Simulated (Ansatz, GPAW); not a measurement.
**Screening of a field by 1T-SiSTe under 2H-WSTe, AA**

Wanted: the out-of-plane polarisability of 1T-SiSTe under 2H-WSTe, AA.

Main program and level: GPAW 26.7.0 and Ansatz 0.2.0; Ansatz plane waves; layer without images along its normal, relaxation of atoms and in-plane cell, with D3(BJ) dispersion, in the first sound run; inputs show where later runs differ.

Most raw output is cut from this account.

**1. Set-up**

The cell holds 6 atoms: 2 Te, 1 Si, 2 S and 1 W. Cell: a = 3.363 Å, b = 3.363 Å, c = 23.168 Å, α = 90.0°, β = 90.0°, γ = 120.0°. Regions: layer 1: 1T-SiSTe, 3 atoms (1 Te, 1 Si and 1 S); layer 2: 2H-WSTe, 3 atoms (1 Te, 1 W and 1 S). Vacuum lies along c.

**2. Relaxing the atoms**

Forces are removed first; all later runs use this geometry.

Contents of input.yaml:

```yaml
crystal:
  lattice:
    - [3.36314925, 0.0, 0.0]
    - [-1.681574625, 2.9125726872, 0.0]
    - [0.0, 0.0, 23.1684290401]
  atoms:
    - { symbol: Te, position: [0.6666666667, 0.3333333333, 0.3021352888] }
    - { symbol: Si, position: [0.0, 0.0, 0.3630091467] }
    - { symbol: S, position: [0.3333333333, 0.6666666667, 0.4016145779] }
    - { symbol: Te, position: [0.3333333333, 0.6666666667, 0.5375754579] }
    - { symbol: W, position: [0.0, 0.0, 0.6280489521] }
    - { symbol: S, position: [0.3333333333, 0.6666666667, 0.6978647112] }
  periodic: [true, true, false]
kpoints:
  mp_grid: { grid: [9, 9, 1] }
hamiltonian:
  xc: pbe
  dispersion: d3bj
scf:
  occupations: { method: fermi_dirac, width: 0.05 }
relax:
  f_tol: 0.01
  max_steps: 90
  cell: {}
```

Run with:

```sh
$ ansatz run input.yaml --threads 4 --pin off --max-ram 8192MiB --backend cpu --events-out ev --progress --plain --runs-dir out
```

Wall time 38 s (4 threads of Intel Xeon Platinum 8375C at 2.90GHz (Ice Lake), shared host); peak memory 0.88 GiB.

Step by step:

```csv
step,energy less that of the first step (eV),largest force component (eV/Å),volume (Å³)
1,0.0000,5.9128,412.75
2,-1.8715,2.6535,416.14
3,-2.4931,0.7343,415.68
4,-2.6681,0.1905,417.84
5,-2.7072,0.1290,423.74
6,-2.7136,0.1046,423.55
7,-2.7145,0.0080,424.25
8,-2.7145,0.0090,424.09
9*,-2.7151,0.0091,424.09
```

Relaxation steps marked * repeat the geometry before them on a plane-wave basis chosen anew for their cell, so energy and pressure can jump there.

The run keeps the 6 symmetry operations that it works with, so distortions that break them were not tested.

```csv
cell as run,before,after,change
a (Å),3.363,3.409,+1.4 %
b (Å),3.363,3.409,+1.4 %
```

The atoms that moved most (Å, along periodic axes as changes of fractional coordinates times the final cell, across vacuum about the mean position):

```csv
atom,dx,dy,dz,length
Te1,0.000,0.000,-0.773,0.773
Te4,0.000,0.000,0.591,0.591
Si2,0.000,0.000,-0.391,0.391
W5,0.000,0.000,0.383,0.383
S6,0.000,0.000,0.220,0.220
S3,0.000,0.000,-0.029,0.029
```

Final coordinates:

```xyz
6
Lattice="3.4090 0.0000 0.0000 -1.7045 2.9523 0.0000 0.0000 0.0000 42.1369" Properties=species:S:1:pos:R:3
Te    1.7045    0.9841    6.2266
Si    0.0000    0.0000    8.0191
S     0.0000    1.9682    9.2756
Te    0.0000    1.9682   13.0453
W     0.0000    0.0000   14.9342
S     0.0000    1.9682   16.3885
```

This step gave:

```yaml
free_energy: -26788.1411 eV
smearing_term_ts: 0.01809 eV
symmetry_operations: 6
```

The relaxation lowered the energy of the cell by 2.72 eV.

**3. The slab's potential**

With the geometry fixed, the planar mean of the potential gives the vacuum level on each side.

This step: GPAW, PAW setups; slab in vacuum (GPAW 26.7.0).

The cell differs from the one that the last finished run ended in (c 42.137 → 24.162 Å).

Contents of run.py:

```python
import json
import numpy as np
from ase import Atoms
from gpaw import GPAW, PW

slab = Atoms(
    ['Te', 'Si', 'S', 'Te', 'W', 'S'],
    positions=[
        [1.70452, 0.98411, 7.00000],
        [-0.00000, -0.00000, 8.79250],
        [-0.00000, 1.96821, 10.04901],
        [-0.00000, 1.96821, 13.81875],
        [-0.00000, -0.00000, 15.70762],
        [-0.00000, 1.96821, 17.16198]],
    cell=[[3.40905, 0.0, -0.0], [-1.70452, 2.95232, 0.0], [-0.0, 0.0, 24.162]],
    pbc=[True, True, False])

slab.calc = GPAW(mode=PW(400), xc='PBE', kpts={'size': (9, 9, 1), 'gamma': True},
                 occupations={'name': 'fermi-dirac', 'width': 0.05}, nbands='200%',
                 convergence={'density': 1e-05}, maxiter=200,
                 poissonsolver={'dipolelayer': 'xy'},
                 symmetry={'tolerance': 1e-3}, txt='slab.txt')
result = {}
energy = slab.get_potential_energy()
fermi = slab.calc.get_fermi_level()
v = slab.calc.get_electrostatic_potential().mean((0, 1)) - fermi
n = slab.calc.get_pseudo_density().mean((0, 1))
L = slab.cell[2, 2]
z = np.arange(len(v)) * L / len(v)
low, high = slab.positions[:, 2].min(), slab.positions[:, 2].max()
below, above = np.interp([low - 4.8, high + 4.8], z, v)
slopes = [np.interp(x, z, np.gradient(v, z)) for x in (low - 4.8, high + 4.8)]
eps = np.array([[slab.calc.get_eigenvalues(k, s) for k in range(len(slab.calc.get_ibz_k_points()))]
                for s in range(slab.calc.get_number_of_spins())]) - fermi
top, bottom = eps[eps < 0].max(), eps[eps > 0].min()
dipole = slab.get_dipole_moment()[2]
print(f'energy {energy:.4f} eV, Fermi level {fermi:.4f} eV, dipole {dipole:.5f} e A')
print(f'potential 4.8 A off the faces, from the Fermi level: lower {below:.4f} eV, upper {above:.4f} eV')
print(f'slope of the potential there: lower {slopes[0]:.5f}, upper {slopes[1]:.5f} eV/A')
print(f'nearest levels on the mesh: {top:.4f} and {bottom:.4f} eV')
print('magnetic moment', round(slab.get_magnetic_moment(), 3))
result.update(energy=energy, fermi=fermi, dipole=dipole, below=below, above=above, slopes=slopes, edges=[top, bottom],
              z=z.tolist(), v=v.tolist(), n=n.tolist(), positions=slab.positions.tolist(),
              forces=slab.get_forces(apply_constraint=False).tolist(), moments=slab.get_magnetic_moments().tolist())
json.dump(result, open('result.json', 'w'))
```

Run with:

```sh
$ OMP_NUM_THREADS=1 OPENBLAS_NUM_THREADS=1 python run.py
```

Wall time 48 s (1 thread); peak memory 0.24 GiB.

Numbers from this step:

* dipole along the normal: -0.08496 e·Å
* levels nearest the Fermi level on the mesh: -5.40e-4, 0.003813 eV from the Fermi level
* upper work function: 5.549 eV
* lower work function: 4.034 eV

Table of electrostatic potential energy of an electron (without an applied field's), less the Fermi level, planar mean by z:

```csv
z (Å),"electrostatic potential energy of an electron (without an applied field's), less the Fermi level, planar mean (eV)"
0.0,4.79
0.5,4.03
1.0,4.03
1.5,4.03
2.0,4.03
2.5,4.03
3.0,4.03
3.5,4.03
4.0,4.02
4.5,3.98
5.0,3.79
5.5,3.02
6.0,-0.141
6.5,-10.7
7.0,-23.1
7.5,-11.4
8.0,-4.16
8.5,-10.1
9.0,-12.1
9.5,-8.57
10.0,-17.3
10.5,-5.66
11.0,2.22
11.5,3.88
12.0,3.83
12.5,2.49
13.0,-2.67
13.5,-16.6
14.0,-20.7
14.5,-7.16
15.0,-6.49
15.5,-18.0
16.0,-16.2
16.5,-7.05
17.0,-14.5
17.5,-7.90
18.0,2.32
18.5,4.87
19.0,5.41
19.5,5.52
20.0,5.54
20.5,5.55
21.0,5.55
21.5,5.55
22.0,5.55
22.5,5.55
23.0,5.55
23.5,5.55
24.0,5.14
```

Table of pseudo valence density, planar mean by z:

z (Å), pseudo valence density, planar mean (e/Å³) and a bar from the least value:
```
     0.00       0.00 
     0.65       0.00 
     1.29       0.00 
     1.94       0.00 
     2.59       0.00 
     3.24       0.00 
     3.88       0.00 
     4.53       0.00 
     5.18       0.02 
     5.82       0.11 ###
     6.47       0.32 ########
     7.12       0.15 ####
     7.77       0.36 #########
     8.41       0.25 #######
     9.06       0.29 #######
     9.71       0.47 ############
    10.36       0.37 ##########
    11.00       0.12 ###
    11.65       0.02 #
    12.30       0.04 #
    12.94       0.21 #####
    13.59       0.20 #####
    14.24       0.36 #########
    14.89       0.39 ##########
    15.53       1.16 ##############################
    16.18       0.68 ##################
    16.83       0.48 ############
    17.47       0.37 ##########
    18.12       0.12 ###
    18.77       0.02 
    19.42       0.00 
    20.06       0.00 
    20.71       0.00 
    21.36       0.00 
    22.00       0.00 
    22.65       0.00 
    23.30       0.00 
    23.95       0.00
```

Force by atom:

```csv
atom,x (eV/Å),y (eV/Å),z (eV/Å),size
Te1,0.000,0.000,-0.122,0.122
Si2,0.000,0.000,-0.068,0.068
S3,0.000,0.000,0.036,0.036
Te4,0.000,0.000,0.062,0.062
W5,0.000,0.000,-0.026,0.026
S6,0.000,0.000,0.119,0.119
```

The potential is flat to 1.5e-4 eV/Å where it is read, so the vacuum is wide enough. The geometry is the other program's minimum (found with a dispersion term); here the largest force on a free atom is 0.12 eV/Å.

**4. Field on**

A uniform field along the normal polarises the slab; the atoms stay fixed, so this is the electronic response alone.

run.py: that of step 3 with these lines changed.

```diff
@@ -4,2 +4,3 @@
 from gpaw import GPAW, PW
+from gpaw.external import ConstantElectricField
 
@@ -21,2 +22,3 @@
                  poissonsolver={'dipolelayer': 'xy'},
+                 external=ConstantElectricField(-0.2, [0, 0, 1]),
                  symmetry={'tolerance': 1e-3}, txt='slab.txt')
```

Wall time 1.9 min (1 thread); peak memory 0.39 GiB.

Numbers from this step:

- dipole along the normal: -0.2228 e·Å
- levels nearest the Fermi level on the mesh: -0.01555, 0.009987 eV from the Fermi level
- potential below the slab, the applied field's own ramp left out: 2.743 eV from the Fermi level
- potential above the slab, the applied field's own ramp left out: 6.749 eV from the Fermi level

The electrostatic potential energy of an electron (without an applied field's), less the Fermi level, planar mean oscillates, so the rows of the table below give means over windows of 1 Å about each position, cut where the curve ends. Its maxima inside the range that stand out by 2 % of the span (Å: eV): 8.0: -4.93, 9.4: -8.77, 11.8: 3.91, 14.8: -4.19, 16.5: -6.17, 22.2: 6.75. Its minima: 7.0: -24.2, 8.8: -14.0, 10.0: -18.0, 13.8: -22.7, 15.7: -19.6, 17.2: -15.3.

Electrostatic potential energy of an electron (without an applied field's), less the Fermi level, planar mean against z; means over each step:

```csv
z (Å),"electrostatic potential energy of an electron (without an applied field's), less the Fermi level, planar mean (eV)"
0,3.49
1,2.74
2,2.74
3,2.74
4,2.73
5,2.43
6,-2.59
7,-19.2
8,-7.32
9,-11.6
10,-13.2
11,0.953
12,3.59
13,-4.10
14,-17.0
15,-8.23
16,-14.2
17,-10.7
18,2.13
19,6.52
20,6.74
21,6.75
22,6.75
23,6.75
24,6.40
```

Force by atom:

```csv
atom,x (eV/Å),y (eV/Å),z (eV/Å),size
Te1,0.000,0.000,-0.124,0.124
Si2,0.000,0.000,-0.078,0.078
S3,0.000,0.000,0.047,0.047
Te4,0.000,0.000,0.064,0.064
W5,0.000,0.000,-0.060,0.060
S6,0.000,0.000,0.148,0.148
```

The dipole is now -0.223 e Å, against -0.085 in the run without a field.

**5. In a field**

run.py: that of step 4 with these lines changed.

```diff
@@ -22,3 +22,3 @@
                  poissonsolver={'dipolelayer': 'xy'},
-                 external=ConstantElectricField(-0.2, [0, 0, 1]),
+                 external=ConstantElectricField(-0.1, [0, 0, 1]),
                  symmetry={'tolerance': 1e-3}, txt='slab.txt')
```

Run time: 2.5 min. Hardware: 1 thread; peak memory 0.39 GiB.

This step gave:

```yaml
dipole_along_the_normal: -0.1537 e·Å
levels_nearest_the_fermi_level_on_the_mesh: -0.01735, 0.006957 eV from the Fermi level
potential_below_the_slab_the_applied_field_s_own_ramp_left_out: 3.388 eV from the Fermi level
potential_above_the_slab_the_applied_field_s_own_ramp_left_out: 6.151 eV from the Fermi level
```

Electrostatic potential energy of an electron (without an applied field's), less the Fermi level, planar mean against z:

```csv
z (Å),"electrostatic potential energy of an electron (without an applied field's), less the Fermi level, planar mean (eV)"
0.0,4.77
0.5,3.39
1.0,3.39
1.5,3.39
2.0,3.39
2.5,3.39
3.0,3.39
3.5,3.38
4.0,3.38
4.5,3.33
5.0,3.15
5.5,2.40
6.0,-0.737
6.5,-11.2
7.0,-23.6
7.5,-11.9
8.0,-4.57
8.5,-10.5
9.0,-12.4
9.5,-8.83
10.0,-17.5
10.5,-5.82
11.0,2.11
11.5,3.82
12.0,3.81
12.5,2.52
13.0,-2.59
13.5,-16.5
14.0,-20.5
14.5,-6.92
15.0,-6.21
15.5,-17.7
16.0,-15.8
16.5,-6.62
17.0,-14.0
17.5,-7.38
18.0,2.88
18.5,5.46
19.0,6.00
19.5,6.12
20.0,6.14
20.5,6.15
21.0,6.15
21.5,6.15
22.0,6.15
22.5,6.15
23.0,6.15
23.5,6.15
24.0,5.41
```

Force by atom:

```csv
atom,x (eV/Å),y (eV/Å),z (eV/Å),size
Te1,0.000,0.000,-0.123,0.123
Si2,0.000,0.000,-0.073,0.073
S3,0.000,0.000,0.042,0.042
Te4,0.000,0.000,0.064,0.064
W5,0.000,0.000,-0.044,0.044
S6,0.000,0.000,0.134,0.134
```

The dipole is now -0.154 e Å, against -0.085 in the run without a field.

**6. In a field**

run.py: that of step 5 with these lines changed.

```diff
@@ -22,3 +22,3 @@
                  poissonsolver={'dipolelayer': 'xy'},
-                 external=ConstantElectricField(-0.1, [0, 0, 1]),
+                 external=ConstantElectricField(-0.05, [0, 0, 1]),
                  symmetry={'tolerance': 1e-3}, txt='slab.txt')
```

Elapsed: 2.1 min, on 1 thread; peak memory 0.39 GiB.

**7. Field on**

run.py: that of step 6 with these lines changed.

```diff
@@ -22,3 +22,3 @@
                  poissonsolver={'dipolelayer': 'xy'},
-                 external=ConstantElectricField(-0.05, [0, 0, 1]),
+                 external=ConstantElectricField(0.05, [0, 0, 1]),
                  symmetry={'tolerance': 1e-3}, txt='slab.txt')
```

It took 2.1 min on 1 thread; peak memory 0.39 GiB.

Electrostatic potential energy of an electron (without an applied field's), less the Fermi level, planar mean against z:

```csv
z (Å),"electrostatic potential energy of an electron (without an applied field's), less the Fermi level, planar mean (eV)"
0.0,4.80
0.5,4.36
1.0,4.36
1.5,4.36
2.0,4.36
2.5,4.36
3.0,4.36
3.5,4.35
4.0,4.34
4.5,4.30
5.0,4.11
5.5,3.33
6.0,0.157
6.5,-10.4
7.0,-22.8
7.5,-11.2
8.0,-3.96
8.5,-9.92
9.0,-11.9
9.5,-8.44
10.0,-17.2
10.5,-5.58
11.0,2.27
11.5,3.91
12.0,3.83
12.5,2.47
13.0,-2.71
13.5,-16.7
14.0,-20.8
14.5,-7.27
15.0,-6.63
15.5,-18.2
16.0,-16.4
16.5,-7.26
17.0,-14.7
17.5,-8.16
18.0,2.04
18.5,4.58
19.0,5.11
19.5,5.22
20.0,5.24
20.5,5.25
21.0,5.25
21.5,5.25
22.0,5.25
22.5,5.25
23.0,5.25
23.5,5.25
24.0,5.01
```

**8. In a field**

run.py: that of step 7 with these lines changed.

```diff
@@ -22,3 +22,3 @@
                  poissonsolver={'dipolelayer': 'xy'},
-                 external=ConstantElectricField(0.05, [0, 0, 1]),
+                 external=ConstantElectricField(0.1, [0, 0, 1]),
                  symmetry={'tolerance': 1e-3}, txt='slab.txt')
```

The job ended after 3.1 min (1 thread; peak memory 0.39 GiB).

The electrostatic potential energy of an electron (without an applied field's), less the Fermi level, planar mean oscillates, so the rows of the table below give means over windows of 1 Å about each position, cut where the curve ends. Its maxima inside the range that stand out by 2 % of the span (Å: eV): 8.0: -3.70, 9.4: -7.95, 11.6: 4.03, 14.8: -4.96, 16.5: -7.45. Its minima: 7.0: -22.6, 8.8: -13.1, 10.0: -17.4, 13.8: -23.2, 15.7: -20.7, 17.2: -16.8.

Table of electrostatic potential energy of an electron (without an applied field's), less the Fermi level, planar mean by z; means over each step:

```csv
z (Å),"electrostatic potential energy of an electron (without an applied field's), less the Fermi level, planar mean (eV)"
0,4.73
1,4.68
2,4.68
3,4.68
4,4.66
5,4.34
6,-0.810
7,-17.7
8,-6.10
9,-10.7
10,-12.6
11,1.28
12,3.64
13,-4.34
14,-17.5
15,-9.07
16,-15.3
17,-12.1
18,0.455
19,4.74
20,4.94
21,4.95
22,4.95
23,4.95
24,4.92
```

The dipole is now -0.0147 e Å, against -0.085 in the run without a field.

**9. In a field**

run.py: that of step 8 with these lines changed.

```diff
@@ -22,3 +22,3 @@
                  poissonsolver={'dipolelayer': 'xy'},
-                 external=ConstantElectricField(0.1, [0, 0, 1]),
+                 external=ConstantElectricField(0.2, [0, 0, 1]),
                  symmetry={'tolerance': 1e-3}, txt='slab.txt')
```

Run time: 2 min. Hardware: 1 thread; peak memory 0.4 GiB.

The dipole is now 0.0550 e Å, against -0.085 in the run without a field.

**10. In a field**

run.py: that of step 9 with these lines changed.

```diff
@@ -22,3 +22,3 @@
                  poissonsolver={'dipolelayer': 'xy'},
-                 external=ConstantElectricField(0.2, [0, 0, 1]),
+                 external=ConstantElectricField(0.3, [0, 0, 1]),
                  symmetry={'tolerance': 1e-3}, txt='slab.txt')
```

The job ended after 1.9 min (1 thread; peak memory 0.39 GiB).

The electrostatic potential energy of an electron (without an applied field's), less the Fermi level, planar mean oscillates, so the rows of the table below give means over windows of 1 Å about each position, cut where the curve ends. Its maxima inside the range that stand out by 2 % of the span (Å: eV): 1.1: 5.98, 8.0: -2.89, 9.4: -7.41, 11.6: 4.12, 14.8: -5.49, 16.5: -8.32. Its minima: 7.0: -21.6, 8.8: -12.4, 10.0: -16.9, 13.8: -23.5, 15.7: -21.4, 17.2: -17.8.

The electrostatic potential energy of an electron (without an applied field's), less the Fermi level, planar mean by z; means over each step:

```csv
z (Å),"electrostatic potential energy of an electron (without an applied field's), less the Fermi level, planar mean (eV)"
0,5.56
1,5.98
2,5.98
3,5.98
4,5.96
5,5.61
6,0.378
7,-16.7
8,-5.28
9,-10.1
10,-12.2
11,1.50
12,3.66
13,-4.51
14,-17.9
15,-9.64
16,-16.1
17,-13.1
18,-0.672
19,3.55
20,3.73
21,3.74
22,3.74
23,3.74
24,3.93
```

The dipole is now 0.125 e Å, against -0.085 in the run without a field.

**11. The series**

The members are put on one axis.

This step: induced dipole against applied field (GPAW 26.7.0).

The dipole along the normal by field:

```csv
field (V/Å),dipole along the normal (e·Å)
-0.200,-0.223
-0.100,-0.154
-0.050,-0.119
0.000,-0.0850
0.050,-0.0495
0.100,-0.0147
0.200,0.0550
0.300,0.125
```

**12. A changed run**

One more run, with changed settings.

This step: GPAW, PAW setups; slab in vacuum (GPAW 26.7.0).

run.py: that of step 10 with these lines changed.

```diff
@@ -4,3 +4,2 @@
 from gpaw import GPAW, PW
-from gpaw.external import ConstantElectricField
 
@@ -20,5 +19,4 @@
                  occupations={'name': 'fermi-dirac', 'width': 0.05}, nbands='200%',
-                 convergence={'density': 1e-05}, maxiter=200,
+                 convergence={'density': 1e-05}, maxiter=3,
                  poissonsolver={'dipolelayer': 'xy'},
-                 external=ConstantElectricField(0.3, [0, 0, 1]),
                  symmetry={'tolerance': 1e-3}, txt='slab.txt')
```

Run time: 8.8 s. Hardware: 1 thread; peak memory 0.24 GiB.

The run stopped without converging, so none of its numbers is a property of the system.

The fault put into the input: too few SCF iterations (maxiter = 3).

**13. Summary of results**

| Property | Result |
| --- | --- |
| work function, upper and lower face | 5.549 and 4.034 eV |
| dipole along the normal | -0.0850 e Å |
| induced dipole per field | 0.695 e Å per V/Å |
| out-of-plane polarisability per area, α/(ε0 A) | 12.5 Å |

The field induces 0.695 e Å per V/Å, a polarisable thickness α/(ε0 A) of 12.5 Å beside 10.2 Å between the outermost nuclei. A perfect conductor would give the distance between its two image planes; a dielectric of thickness t gives t(1 - 1/ε). The two faces differ by 1.5 eV, the step that the slab's dipole makes (e p/(ε0 A) gives 1.5 eV), so the dipole layer is needed. The induced dipole is linear in the field over this range. The layers' spacing was relaxed with a D3(BJ) dispersion term, which the later single points do not need. The two layers were forced onto one 1×1 cell, so each is strained from its own lattice constant, in some pairs by much; the numbers describe this forced stack. The layer's cell and atoms come from the relaxation; spin-orbit coupling and temperature are left out.

[Logs are printed without paths, hosts, clocks, repeated set-up lines and the standing remarks that a program may print on its own settings, such as how far it seeks lower states.]

[Hosts, paths, dates, database ids (printed as entryN), source tags and the programs' standing remarks are cut or masked in the printed files.]
